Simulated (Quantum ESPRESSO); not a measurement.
**MgO (Periclase): phonon frequency against volume, with a fit**

Wanted: a fit of frequency against volume for MgO (Periclase), tested on a run that is left out of it.

Main program and level: Quantum ESPRESSO 7.5; DFT LDA, scalar-relativistic, plane waves, PseudoDojo norm-conserving pseudopotentials.

The database entry behind the starting cell differs from later determinations by our own check (about 0.1 % long), so it need not match the best structure at ambient conditions.

### 1. The relaxed structure

It takes space group Fm-3m (No. 225, cubic). Conventional cell: a = 4.160 Å, b = 4.160 Å, c = 4.160 Å, α = 90.00°, β = 90.00°, γ = 90.00°. Nearest to Mg lie 6 O at 2.08 Å. O has 6 Mg at 2.08 Å nearest. Farther neighbours and most contacts between anions are not listed.

As a file:

```
Mg O
1.0
    -2.08016    0.00000    2.08016
     0.00000    2.08016    2.08016
    -2.08016    2.08016    0.00000
Mg O
1 1
Direct
  0.00000 0.00000 0.00000
  0.50000 0.50000 0.50000
```

This is the cell after its relaxation at this level of theory, not the database cell from which that began.

### 2. Runs at several volumes

The relaxed cell is scaled uniformly; in this structure symmetry fixes all atoms, so nothing has to be relaxed anew. Each volume gets a ground state and a response at Γ. The mode followed is the highest one without the macroscopic field, of symmetry T1u; longitudinal polar modes lie higher. Cutoff 92 Ry, k mesh 12×12×12.

From the response at V/V₀ = 0.97:

Output:

```text
[banners, grids, parts of the stress and lines that vanish by symmetry left out]
Program PHONON v.7.5
     Reading xml data from directory:

[...]
Exchange-correlation= PW
                           (   1   4   0   0   0   0   0)
[...]
kinetic-energy cut-off    =      92.0000  Ry
     charge density cut-off    =     368.0000  Ry
     convergence threshold     =      1.0E-18
[...]
Exchange-correlation= PW
                           (   1   4   0   0   0   0   0)
[...]
q = (   0.0000000   0.0000000   0.0000000 )
     49 Sym.Ops. (with q -> -q+G )
     G cutoff =  282.2863  (  14163 G-vectors)     FFT grid: ( 36, 36, 36)
     number of k points=    72
[...]
Mode symmetry, O_h (m-3m)  point group:
[...]
Dielectric constant
[...]
End of electric fields calculation
          Dielectric constant in cartesian axis
          (       3.140265453       0.000000000       0.000000000 )
          (       0.000000000       3.140265453      -0.000000000 )
          (       0.000000000      -0.000000000       3.140265453 )
          Effective charges (d Force / dE) in cartesian axis without acoustic sum rule applied (asr)
           atom    1  Mg    Mean Z*:        1.95929
      Ex  (        1.95929        0.00000        0.00000 )
      Ey  (        0.00000        1.95929        0.00000 )
      Ez  (       -0.00000        0.00000        1.95929 )
           atom    2  O     Mean Z*:       -1.95904
      Ex  (       -1.95904        0.00000       -0.00000 )
      Ey  (        0.00000       -1.95904        0.00000 )
      Ez  (       -0.00000        0.00000       -1.95904 )
          Effective charges Sum: Mean:        0.00025
[...]
Effective charges (d Force / dE) in cartesian axis with asr applied:
           atom    1  Mg    Mean Z*:        1.95917
[...]
atom    2  O     Mean Z*:       -1.95917
[...]
Representation #   1 modes #   1   2   3
[...]
End of self-consistent calculation
     Convergence has been achieved
     Representation #   2 modes #   4   5   6
[...]
End of self-consistent calculation
     Convergence has been achieved
[...]
Dielectric constant in cartesian axis
          (       3.140265453       0.000000000       0.000000000 )
          (       0.000000000       3.140265453      -0.000000000 )
          (       0.000000000      -0.000000000       3.140265453 )
          Effective charges (d Force / dE) in cartesian axis without acoustic sum rule applied (asr)
           atom    1  Mg    Mean Z*:        1.95929
      Ex  (        1.95929        0.00000        0.00000 )
      Ey  (        0.00000        1.95929        0.00000 )
      Ez  (       -0.00000        0.00000        1.95929 )
           atom    2  O     Mean Z*:       -1.95904
      Ex  (       -1.95904        0.00000       -0.00000 )
      Ey  (        0.00000       -1.95904        0.00000 )
      Ez  (       -0.00000        0.00000       -1.95904 )
          Effective charges Sum: Mean:        0.00025
[...]
Effective charges (d Force / dE) in cartesian axis with asr applied:
           atom    1  Mg    Mean Z*:        1.95917
[...]
atom    2  O     Mean Z*:       -1.95917
[...]
q = (    0.000000000   0.000000000   0.000000000 )
[...]
freq (    1) =       0.089262 [THz] =       2.977469 [cm-1]
     freq (    2) =       0.089262 [THz] =       2.977469 [cm-1]
     freq (    3) =       0.089262 [THz] =       2.977469 [cm-1]
     freq (    4) =      13.143123 [THz] =     438.407390 [cm-1]
     freq (    5) =      13.143123 [THz] =     438.407390 [cm-1]
     freq (    6) =      13.143123 [THz] =     438.407390 [cm-1]
[...]
Mode symmetry, O_h (m-3m)  point group:
     freq (   1-   3) =          3.0  [cm-1]   --> T_1u G_15  G_4- I
     freq (   4-   6) =        438.4  [cm-1]   --> T_1u G_15  G_4- I

   JOB DONE.
```

One volume, V/V₀ = 1, is held back as a test.

| V/V₀ | volume (Å³/atom) | pressure (GPa) | ω (cm⁻¹) |
| --- | --- | --- | --- |
| 0.97 | 8.731 | 5.58 | 438.41 |
| 1 | 9.001 | -0.01 | held back |
| 1.03 | 9.271 | -4.80 | 380.91 |

### 3. The fit

The mode Grüneisen parameter is γ = −d ln ω / d ln V.

| ln(V/V₀) | ln ω |
| --- | --- |
| -0.0305 | 6.0832 |
| 0.0296 | 5.9426 |

A straight line through these points has the slope -2.342, so γ = 2.34; at V/V₀ = 1 it predicts ω = exp(6.0118 + 0.0000) = 408.22 cm⁻¹.

A parabola of pressure against ln V through V/V₀ = 0.97, 1 and 1.03 gives the bulk modulus B = −dP/d ln V = 173 GPa at V₀. With ω₀ from the fitted line the pressure coefficient follows as dω/dP = γ ω₀ / B = 2.34 × 408.2 / 173 = 5.54 cm⁻¹/GPa.

### 4. The run that was held back

Output:

```text
[banners, grids, parts of the stress and lines that vanish by symmetry left out]
[banner, memory and clock lines left out]
Program PHONON v.7.5

[...]
Exchange-correlation= PW
                           (   1   4   0   0   0   0   0)
[...]
(   8 q-points):
[...]
kinetic-energy cut-off    =      92.0000  Ry
     charge density cut-off    =     368.0000  Ry
     convergence threshold     =      1.0E-18
[...]
Exchange-correlation= PW
                           (   1   4   0   0   0   0   0)
[...]
q = (   0.0000000   0.0000000   0.0000000 )
     49 Sym.Ops. (with q -> -q+G )
     G cutoff =  288.0771  (  14361 G-vectors)     FFT grid: ( 36, 36, 36)
     number of k points=    72
[...]
Mode symmetry, O_h (m-3m)  point group:
[...]
Dielectric constant
[...]
End of electric fields calculation
          Dielectric constant in cartesian axis
          (       3.171332608       0.000000000      -0.000000000 )
          (       0.000000000       3.171332608       0.000000000 )
          (      -0.000000000      -0.000000000       3.171332608 )
          Effective charges (d Force / dE) in cartesian axis without acoustic sum rule applied (asr)
           atom    1  Mg    Mean Z*:        1.97179
      Ex  (        1.97179       -0.00000       -0.00000 )
      Ey  (       -0.00000        1.97179        0.00000 )
      Ez  (        0.00000        0.00000        1.97179 )
           atom    2  O     Mean Z*:       -1.97154
      Ex  (       -1.97154       -0.00000       -0.00000 )
      Ey  (       -0.00000       -1.97154        0.00000 )
[...]
Convergence has been achieved
[...]
Convergence has been achieved
[...]
Convergence has been achieved
[...]
q = (    0.000000000  -0.707106781   0.000000000 )
[...]
freq (    5) =      13.724824 [THz] =     457.810839 [cm-1]
     freq (    6) =      16.606944 [THz] =     553.948014 [cm-1]
[...]
Mode symmetry, D_4h(4/mmm) point group:
     freq (   1-   2) =        292.6  [cm-1]   --> E_u  X_5' M_5'
     freq (   3-   3) =        433.4  [cm-1]   --> A_2u X_4' M_4'
     freq (   4-   5) =        457.8  [cm-1]   --> E_u  X_5' M_5'
     freq (   6-   6) =        553.9  [cm-1]   --> A_2u X_4' M_4'
[...]
Mode symmetry, D_2d (-42m) point group:
[...]
Representation #   1 mode #   1
[...]
Convergence has been achieved
     Representation #   2 mode #   2
[...]
Convergence has been achieved
     Representation #   3 modes #   3   4
[...]
End of self-consistent calculation
     Convergence has been achieved
     Representation #   4 modes #   5   6
[...]
End of self-consistent calculation
     Convergence has been achieved
[...]
q = (   -0.353553391  -0.707106781   0.000000000 )
[...]
freq (    1) =      10.591919 [THz] =     353.308387 [cm-1]
     freq (    2) =      11.470687 [THz] =     382.620946 [cm-1]
     freq (    3) =      11.470687 [THz] =     382.620946 [cm-1]
     freq (    4) =      13.474533 [THz] =     449.462040 [cm-1]
     freq (    5) =      15.194230 [THz] =     506.824954 [cm-1]
     freq (    6) =      15.194230 [THz] =     506.824954 [cm-1]
[...]
Mode symmetry, D_2d (-42m) point group:
     freq (   1-   1) =        353.3  [cm-1]   --> B_2  X_3  W_2
     freq (   2-   3) =        382.6  [cm-1]   --> E    X_5  W_3
     freq (   4-   4) =        449.5  [cm-1]   --> A_1  X_1  W_1
     freq (   5-   6) =        506.8  [cm-1]   --> E    X_5  W_3
```

It gives 409.08 cm⁻¹ against the predicted 408.22 cm⁻¹, a miss of 0.9 cm⁻¹.

### 5. What came out

| Item | Value |
| --- | --- |
| mode Grüneisen parameter | 2.342 |
| bulk modulus | 173 GPa |
| pressure coefficient | 5.54 cm⁻¹/GPa |

The highest optical mode of MgO (Periclase) without the LO-TO term stiffens by 5.54 cm⁻¹ a GPa near the relaxed volume, with γ = 2.34. The power law meets all 3 runs within 0.22 %; between neighbouring volumes γ runs from 2.27 to 2.41. Such a coefficient turns a measured shift of this mode into a hydrostatic stress; uniaxial or biaxial stress splits the mode and needs deformation potentials. These are harmonic values at zero temperature for the structure held cubic, which a run at Γ can't show to be stable; the bulk modulus rests on three points.

[Host names and launcher messages were left out of these logs when they were recorded.]

[Logs are printed without paths, hosts, clocks, repeated set-up lines and the standing remarks that a program may print on its own settings, such as how far it seeks lower states.]

[Hosts, paths, dates, database ids (printed as entryN), source tags and the programs' standing remarks are cut or masked in the printed files.]
